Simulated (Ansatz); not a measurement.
# Quasiparticle gap of SnO2 (Cassiterite), part 2 of 3

Wanted: the gap of SnO2 (Cassiterite) with a many-body correction, and the time that it takes.

Ansatz 0.2.0; HSE06, then G0W0 on it, plane waves, PAW. Known limits of the many-body steps: finite bands, screening cutoff and k mesh; no spin-orbit coupling in G0W0.

So far. Step 2 (The starting point: HSE06): Over mesh and listed points the gap is 3.040 eV, direct, at k = Γ.

In doubt: masses and optical values from hybrid runs of this build are listed as unsure, which bears on the screening that GW takes from such a start.

**3. One-shot GW**

G0W0 replaces the xc potential by a self-energy built once from the orbitals of the start. Levels are corrected in the window of bands that the input names, at points of the mesh.

This step: G0W0 on HSE06, plane waves, PAW.

File input.yaml:

```yaml
crystal:
  lattice:
    - [4.738, 0.0, 0.0]
    - [0.0, 4.738, 0.0]
    - [0.0, 0.0, 3.1865]
  atoms:
    - { symbol: Sn, position: [0.0, 0.0, 0.0] }
    - { symbol: Sn, position: [0.5, 0.5, 0.5] }
    - { symbol: O, position: [0.3071, 0.3071, 0.0] }
    - { symbol: O, position: [0.1929, 0.8071, 0.5] }
    - { symbol: O, position: [0.6929, 0.6929, 0.0] }
    - { symbol: O, position: [0.8071, 0.1929, 0.5] }
kpoints:
  mp_grid: { grid: [4, 4, 6] }
hamiltonian:
  xc: hse06
  pseudopotentials: { kind: paw, source: ansatz }
scf:
  occupations: { method: fixed }
gw:
  n_empty_bands: 425
  ecut_chi: 190.0
  qp_bands: [v2, c2]
  qp_kpoints: band_edges
  screening: { model: contour_deformation }
```

Launch:

```sh
> ansatz run input.yaml --threads 4 --pin off --max-ram 138240MiB --backend cuda --events-out ev --progress --plain --runs-dir out --devices 1 --max-vram 26GiB
```

Numbers of over 12 decimals in the logs are rounded to 6 here.

What it wrote:

```text
GPUs: using 1 of 1 available (devices: 1).
[...]
GPU FFT provider: cuFFT
GPU libraries: cuBLAS 13.8.2, cuFFT 12.4.0, cuSOLVER 12.3.4
Crystal: 6 atoms, lattice volume = 71.533 Å³
Basis set: ecut = 930 eV, 4587 PW (Γ)
Bands: 41, of which v1, the nominal top of the filled ones, is band 34 counted from 1 (33 counted from 0)
Symmetry: 16 space group operations
[...]
k-points: 24 of 96
[...]
GPU buffer pool allocated for 104976 grid points (all kernels)
[...]
SCF iter   1: F=—  HF=-21720.775905 eV  |F-HF|=—  |Δ(HF+E_count)|=         —  Δρ=8.48e-2  dr2=3.40e0  ethr=1.00e-1  ⟨swp⟩=4.0  Hψ=2804  notcnv=0
[...]
SCF iter   5: F=-21719.980929 eV  HF=-21719.980884 eV  |F-HF|=4.52e-5  |Δ(HF+E_count)|=   2.00e-4  Δρ=4.73e-4  dr2=4.59e-5  ethr=1.39e-5  ⟨swp⟩=3.0  Hψ=2519  notcnv=0
SCF 1 stopped early in 5 iterations: F = -21719.980929 eV  dr2 = 4.59e-5
[...]
GPU FFT provider: cuFFT
GPU libraries: cuBLAS 13.8.2, cuFFT 12.4.0, cuSOLVER 12.3.4
[...]
GPU buffer pool allocated for 104976 grid points (all kernels)
[...]
Frozen-core exchange: fock
SCF iter   1: F=—  HF=-21727.599246 eV  |F-HF|=—  |Δ(HF+E_count)|=         —  Δρ=9.97e-3  dr2=4.52e-2  ethr=6.74e-7  ⟨swp⟩=7.8  Hψ=5737  notcnv=0
[...]
SCF iter   5: F=-21727.608542 eV  HF=-21727.608547 eV  |F-HF|=4.81e-6  |Δ(HF+E_count)|=   2.17e-4  Δρ=1.12e-4  dr2=7.54e-6  ethr=1.43e-9  ⟨swp⟩=6.2  Hψ=4328  notcnv=0  defer=5
SCF 2 stopped early in 5 iterations: F = -21727.608542 eV  dr2 = 7.54e-6
[...]
hybrid outer 1: dexx = +2.576e-2 eV, tail = 4.37e-5 eV
GPU FFT provider: cuFFT
GPU libraries: cuBLAS 13.8.2, cuFFT 12.4.0, cuSOLVER 12.3.4
GPU buffer pool allocated for 104976 grid points (all kernels)
[...]
Frozen-core exchange: fock
SCF iter   1: F=—  HF=-21727.608460 eV  |F-HF|=—  |Δ(HF+E_count)|=         —  Δρ=6.50e-5  dr2=2.10e-6  ethr=3.22e-7  ⟨swp⟩=3.2  Hψ=2242  notcnv=0
[...]
SCF iter   2: F=-21727.608460 eV  HF=-21727.608460 eV  |F-HF|=4.44e-9  |Δ(HF+E_count)|=   2.47e-7  Δρ=1.51e-5  dr2=8.56e-8  ethr=4.65e-11  ⟨swp⟩=3.0  Hψ=5691  notcnv=0
SCF 3 converged in 2 iterations: F = -21727.608460 eV  dr2 = 8.56e-8
[...]
the search or the solves at the SCF's close seem to have found levels that the self-consistency loop had missed (the run counts 1). By its estimate they hold under 1e-12 electrons; where the run keeps them, the occupations were computed again with them
[...]
NSCF: frozen V_eff on 24 k-points
Exchange-term sweep: 0 of 24 (spin, k) points
Exchange-term sweep: 2 of 24 (spin, k) points
Exchange-term sweep: 3 of 24 (spin, k) points
Exchange-term sweep: 4 of 24 (spin, k) points
Exchange-term sweep: 5 of 24 (spin, k) points
Exchange-term sweep: 6 of 24 (spin, k) points
Exchange-term sweep: 8 of 24 (spin, k) points
Exchange-term sweep: 9 of 24 (spin, k) points
Exchange-term sweep: 10 of 24 (spin, k) points
Exchange-term sweep: 11 of 24 (spin, k) points
Exchange-term sweep: 12 of 24 (spin, k) points
Exchange-term sweep: 14 of 24 (spin, k) points
Exchange-term sweep: 15 of 24 (spin, k) points
Exchange-term sweep: 16 of 24 (spin, k) points
Exchange-term sweep: 17 of 24 (spin, k) points
Exchange-term sweep: 18 of 24 (spin, k) points
Exchange-term sweep: 20 of 24 (spin, k) points
Exchange-term sweep: 21 of 24 (spin, k) points
Exchange-term sweep: 22 of 24 (spin, k) points
Exchange-term sweep: 23 of 24 (spin, k) points
Exchange-term sweep: 24 of 24 (spin, k) points
G₀W₀ screening: q 1/24
[... further progress lines ...]
[...]
Free energy (F): -21727.608460 eV
Frozen-core exchange: fock
[...]
Internal energy: -21727.608460 eV  (E = F + TS)
E sigma→0 (E₀):  -21727.608460 eV
Fermi energy:    9.792893 eV
[...]
--- Band table (eV; the first three rows and the last of 24) ---
  k-point 0: bands = [... 30 lower, 8.7710, 9.0776, 9.0776, 9.7929, 12.8455, 17.9924, 18.0367]
  k-point 1: bands = [... 30 lower, 7.8077, 9.1039, 9.1039, 9.5468, 14.3434, 18.5945, 19.1980]
  k-point 2: bands = [... 30 lower, 7.2266, 8.8040, 8.8040, 8.8873, 16.6192, 19.0040, 20.6263]
  k-point 23: bands = [... 30 lower, 8.8256, 8.8256, 8.8859, 8.8859, 16.7121, 16.7121, 20.6352]
  guard bands above this table: 4 of the run's 41 bands. The solve was not asked for them (output.publish_guard_bands: true or output.eigenvalues: true publishes all)
--- G₀W₀: contour deformation, 7 samples at zero and on the imaginary axis and 2 off it, 96 q-points, 425 empty bands' worth ---
  eigenvalues of the whole cell's RPA ε∞ on this k-mesh (on a slab, of 1 + 4πα/V) = 3.3160, 3.3160, 3.6198; static W/v taken at q = 0 is 0.292773
  bands read: the sum over 459 bands ends inside a degenerate multiplet in 15 slots, whose members it reads at an even weight; the widest, k=2: bands 459 to 460 (counted from 1) at 1/2 each
  gw.qp_kpoints: band_edges: 13 of 24 stored k-points solved, in 1 pass; an edge of the gap read off the rows below is read off those points alone
    valence top: of the k-points left out ik 6 came nearest to being solved in a further pass, in band 34 (counted from 1, as in the quasiparticle table): it holds the edge there only if its correction is more favourable than any solved in that band by at least 0.644 eV; those differ by 0.108 eV
    conduction bottom: of the k-points left out ik 16 came nearest to being solved in a further pass, in band 35 (counted from 1, as in the quasiparticle table): it holds the edge there only if its correction is more favourable than any solved in that band by at least 3.541 eV; those differ by 0.263 eV
    ik  band        ε_KS         Σx   Σc(E_QP)       V_xc       Z   E_QP_lin       E_QP  E_QP is
     0    33      9.0776   -26.5521     4.1403   -22.1348  0.7903     8.7999     8.8006  root
     0    34      9.7929   -27.1909     4.4259   -22.4877  0.7897     9.5149     9.5156  root
     0    35     12.8455   -13.6642    -3.5845   -17.7713  0.8530    13.3693    13.3682  root
     0    36     17.9924   -11.2838    -4.4826   -16.3329  0.8411    18.5612    18.5590  root
     1    33      9.1039   -26.7127     4.1142   -22.3168  0.7912     8.8214     8.8221  root
     1    34      9.5468   -26.8907     4.4467   -22.1411  0.7889     9.2430     9.2439  root
     1    35     14.3434   -14.6890    -3.5430   -18.8601  0.8415    14.9734    14.9715  root
     1    36     18.5945   -12.3496    -4.6435   -17.6559  0.8301    19.2609    19.2573  root
     3    33      8.4414   -26.3221     4.5525   -21.4042  0.7844     8.0745     8.0760  root
     3    34      8.4414   -26.3221     4.5525   -21.4042  0.7844     8.0745     8.0760  root
     3    35     18.1942   -14.1832    -4.6073   -19.5762  0.8238    18.9845    18.9798  root
     3    36     18.1942   -14.1832    -4.6073   -19.5762  0.8238    18.9845    18.9798  root
     4    33      9.1138   -26.6438     4.1519   -22.2117  0.7905     8.8329     8.8336  root
     4    34      9.5054   -26.8092     4.3921   -22.1159  0.7895     9.2032     9.2041  root
     4    35     14.1084   -14.5064    -3.4928   -18.5987  0.8437    14.7095    14.7079  root
     4    36     17.4970   -12.0686    -4.2951   -16.9614  0.8380    18.0971    18.0947  root
     5    33      9.0636   -26.6897     4.1394   -22.2610  0.7910     8.7737     8.7744  root
     5    34      9.4224   -26.8263     4.3867   -22.1353  0.7892     9.1172     9.1181  root
     5    35     15.1381   -14.6041    -3.7123   -18.9755  0.8383    15.7995    15.7972  root
     5    36     18.1939   -13.0972    -4.5119   -18.2972  0.8275    18.8857    18.8820  root
     8    33      9.1958   -26.7261     4.2188   -22.2133  0.7906     8.9010     8.9018  root
     8    34      9.1958   -26.7261     4.2188   -22.2133  0.7906     8.9010     8.9018  root
     8    35     16.1504   -14.0278    -3.9327   -18.6221  0.8355    16.8146    16.8120  root
     8    36     16.1504   -14.0278    -3.9327   -18.6221  0.8355    16.8146    16.8120  root
    11    33      9.2997   -27.2614     3.6626   -23.3410  0.7992     9.0413     9.0419  root
    11    34      9.2997   -27.2614     3.6626   -23.3410  0.7992     9.0413     9.0419  root
    11    35     18.4871   -14.2540    -4.6448   -19.6843  0.8222    19.2776    19.2726  root
    11    36     18.4871   -14.2540    -4.6448   -19.6843  0.8222    19.2776    19.2726  root
    12    33      8.9767   -26.5971     4.2835   -22.0104  0.7887     8.6726     8.6735  root
    12    34      9.2946   -26.6527     4.4196   -21.9152  0.7886     8.9757     8.9767  root
    12    35     14.9459   -14.6370    -3.6375   -18.9156  0.8396    15.5890    15.5869  root
    12    36     17.2289   -12.2976    -4.2851   -17.1842  0.8381    17.8329    17.8305  root
    13    33      8.9929   -26.6767     4.3266   -22.0393  0.7885     8.6812     8.6821  root
    13    34      9.4026   -26.9206     4.2677   -22.3606  0.7905     9.1095     9.1103  root
    13    35     15.6967   -14.5015    -3.8596   -19.0382  0.8364    16.3763    16.3737  root
    13    36     17.8196   -13.2283    -4.4554   -18.3699  0.8297    18.5093    18.5057  root
    14    33      9.0626   -26.5677     4.3590   -21.8819  0.7887     8.7347     8.7358  root
    14    34      9.0700   -27.0688     3.5851   -23.2220  0.7997     8.8077     8.8082  root
    14    35     16.9852   -14.0321    -4.2444   -18.9944  0.8327    17.7067    17.7032  root
    14    36     18.2592   -13.4171    -4.6044   -18.7531  0.8282    18.9948    18.9907  root
    17    33      9.1241   -26.7737     4.1923   -22.2800  0.7908     8.8218     8.8226  root
    17    34      9.1241   -26.7737     4.1923   -22.2800  0.7908     8.8218     8.8226  root
    17    35     16.8739   -14.0806    -4.2029   -18.9861  0.8320    17.5798    17.5764  root
    17    36     16.8739   -14.0806    -4.2029   -18.9861  0.8320    17.5798    17.5764  root
    22    33      8.9888   -26.6031     4.1067   -22.1880  0.7916     8.6796     8.6805  root
    22    34      8.9888   -26.6031     4.1067   -22.1880  0.7916     8.6796     8.6805  root
    22    35     16.9230   -13.2410    -4.3064   -18.2342  0.8389    17.6127    17.6098  root
    22    36     16.9230   -13.2410    -4.3064   -18.2342  0.8389    17.6127    17.6098  root
    23    33      8.8859   -26.6323     4.5590   -21.7362  0.7854     8.5477     8.5489  root
    23    34      8.8859   -26.6323     4.5590   -21.7362  0.7854     8.5477     8.5489  root
    23    35     16.7121   -12.6619    -4.2719   -17.5878  0.8439    17.3685    17.3660  root
    23    36     16.7121   -12.6619    -4.2719   -17.5878  0.8439    17.3685    17.3660  root
```

Elapsed: 3.2 min, on 1 × NVIDIA H100 80GB HBM3 (shared by 3 runs) with 4 threads of AMD EPYC 7R13 (Zen 3), shared host; peak memory 3.6 GiB.

This step gave:

```
bands summed                                    : 459
RPA ε∞ on this mesh (eigenvalues)               : 3.316, 3.316, 3.620
plane waves in the screening matrix             : 439
q-points in the mesh                            : 96
G0W0 gap over the corrected points              : 3.853 eV
k of the valence top                            : 0, 0, 0
k of the conduction bottom                      : 0, 0, 0
starting gap on the mesh                        : 3.053 eV
Z at the valence top                            : 0.7897
Z at the conduction bottom                      : 0.8530
least direct G0W0 gap over the corrected points : 3.853 eV
```

Over 13 of 24 irreducible mesh points the G0W0 gap is 3.853 eV, direct, at k = Γ. The HSE06 gap of this run on the mesh is 3.053 eV. The two states that bound the G0W0 gap lie that far apart at the start, so the correction of the gap is 3.853 − 3.053 = +0.800 eV. The start of this run differs from the step before in mesh (4×4×4 and 4×4×6), files (soft_1 PAW and hard PAW) and plane-wave cutoff (420 eV and 930 eV).

Labels follow the order of the start: v1 is the top filled band, c1 the lowest empty one; levels that stay degenerate share a row, the window can cut a multiplet, doubted levels are not marked in this list, bands outside the window were not corrected, and the list may be a part of the corrected levels. The levels before and after the correction (eV, zero at the valence-band top of each column):

|  | conduction bottom | valence top |
| --- | --- | --- |
| HSE06 | 3.05 | 0.00 |
| G0W0 | 3.85 | 0.00 |

```
       level  occupation  energy (eV)
HSE06   Γ v2           2       -0.715
HSE06   Γ v1           2        0.000
HSE06   Γ c1           0        3.053
HSE06   Γ c2           0        8.200
 G0W0   Γ v2           2       -0.715
 G0W0   Γ v1           2        0.000
 G0W0   Γ c1           0        3.853
 G0W0   Γ c2           0        9.043
```

The parts of the quasiparticle energy for the two states that bound the G0W0 gap, in eV on the run's own scale (QP = start + Σx + Σc − Vxc, with Σc at the quasiparticle energy):

```csv
edge,k,band,start,Σx,Σc,Vxc,Z,QP
valence top,Γ,34,9.793,−27.191,4.426,−22.488,0.790,9.516
conduction bottom,Γ,35,12.845,−13.664,−3.584,−17.771,0.853,13.368
```

For a hybrid start, Vxc holds its share of exact exchange.

[end of part 2 of 3]

[Paths, hosts, dates, memory and timing lines, banners, echoed tables and standing remarks are left out of the program output.]

[Logs are printed without paths, hosts, clocks, repeated set-up lines and the standing remarks that a program may print on its own settings, such as how far it seeks lower states.]

[Runs of the session that timed out or met a known fault of the program may be left out.]

[Cells called generated may have been cut or substituted from an entry of the Crystallography Open Database or the Materials Project.]

[Hosts, paths, dates, database ids (printed as entryN), source tags and the programs' standing remarks are cut or masked in the printed files.]

[Where an RPA ε∞ is given, it is that of the G0W0 mesh and is not shown converged in it. Names of k-points follow the symmetry that the program found, which can be lower than the space group named. Band edges on a path are those of the sampled points; other points can move an edge, and change direct to indirect where valleys lie close.]

[Hybrid gaps are those of their k-mesh and are not shown converged in it.]
